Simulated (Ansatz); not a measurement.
# ZrCdS3 (model cell, started as cubic perovskite with Zr in the octahedra): from the cell to its phonons

Aim: the phonons of ZrCdS3 (model cell, started as cubic perovskite with Zr in the octahedra) at a cell relaxed beforehand at this level. After the zone centre comes a 2×2×2 q mesh on a 8×8×8 k mesh.

Calculated with Ansatz 0.2.0; DFT PBEsol, scalar-relativistic, plane waves, PAW; PAW set soft_1.

The structure was built from a prototype and need not be the compound's stable phase.

## (1) The structure

The structure is cubic, space group Pm-3m (No. 221). The conventional cell has a = 4.920 Å, b = 4.920 Å, c = 4.920 Å, α = 90.00°, β = 90.00°, γ = 90.00°. Nearest to Cd lie 12 S at 3.48 Å. Zr has 6 S at 2.46 Å nearest. Nearest to S lie 2 Zr at 2.46 Å. Farther neighbours and most contacts between anions are not listed.

## (2) Zone-centre response

The cell comes from relaxations at this level that are not shown. The zone centre comes first: it holds the modes that light can see, as far as symmetry allows. No field response is asked, since the mesh shows no gap.

Input file input.yaml:

```yaml
crystal:
  lattice:
    - [4.9204475525, 0.0, 0.0]
    - [0.0, 4.9204475525, 0.0]
    - [0.0, 0.0, 4.9204475525]
  atoms:
    - { symbol: Cd, position: [0.0, 0.0, 0.0] }
    - { symbol: Zr, position: [0.5, 0.5, 0.5] }
    - { symbol: S, position: [0.5, 0.5, 0.0] }
    - { symbol: S, position: [0.5, 0.0, 0.5] }
    - { symbol: S, position: [0.0, 0.5, 0.5] }
kpoints:
  mp_grid: { grid: [8, 8, 8] }
hamiltonian:
  xc: pbesol
  pseudopotentials: { kind: paw, azcp: { folder: soft_1 }, xc_functional: pbe }
scf:
  occupations: { method: methfessel_paxton, width: 0.2 }
output:
  eigenvalues: true
phonons:
  method: dfpt
```

The run is started by

```bash
> ansatz run input.yaml --threads 8 --pin off --max-ram 16384MiB --backend cpu --events-out ev --progress --plain --runs-dir out
```

Then come: response at finite wavevector. Settings of the main run: cutoff 420 eV, 8×8×8 k-mesh, 2×2×2 q-mesh, Methfessel-Paxton occupations, smearing width 0.2 eV, PAW set soft 1.

**Question.** What will these runs give for the highest optical mode at the zone centre and lowest optical zone-centre mode?

Modes are clearly imaginary (beyond 10i cm⁻¹) at 4 of the 4 irreducible wavevectors, most at q = (0, -0.5, -0.5) (183.6i cm⁻¹), so this structure is not a minimum of the energy. The optical modes at Γ span -136 to 357 cm⁻¹ (negative means imaginary). The highest mode in this list at Γ, 356.7 cm⁻¹, is mostly motion of S (89 % of the kinetic energy).

* volume per atom: 23.8 Å³
* electronic character: no gap on this mesh
* highest optical mode at the zone centre (no LO-TO term): 357 cm⁻¹
* lowest optical zone-centre mode: -136 cm⁻¹
* lowest mode on the q mesh (acoustic modes at Γ apart): -184 cm⁻¹
* highest frequency on the path or at a solved wavevector: 467 cm⁻¹
* imaginary modes on the 2×2×2 q mesh: yes

With no gap, or one that is small against the smearing, the frequencies hang on the k mesh and the smearing, most of all near Kohn anomalies. The PAW files were made for PBE and serve the other functionals too. A phonon run warned that its eigensolver left some bands unconverged in a pass. The starting cell was built on a prototype and not taken from a measurement, so the phase need not exist. These are harmonic frequencies at zero temperature: anharmonic shifts, linewidths and thermal expansion are left out.

[Logs are printed without paths, hosts, clocks, repeated set-up lines and the standing remarks that a program may print on its own settings, such as how far it seeks lower states.]

[Hosts, paths, dates, database ids (printed as entryN), source tags and the programs' standing remarks are cut or masked in the printed files.]
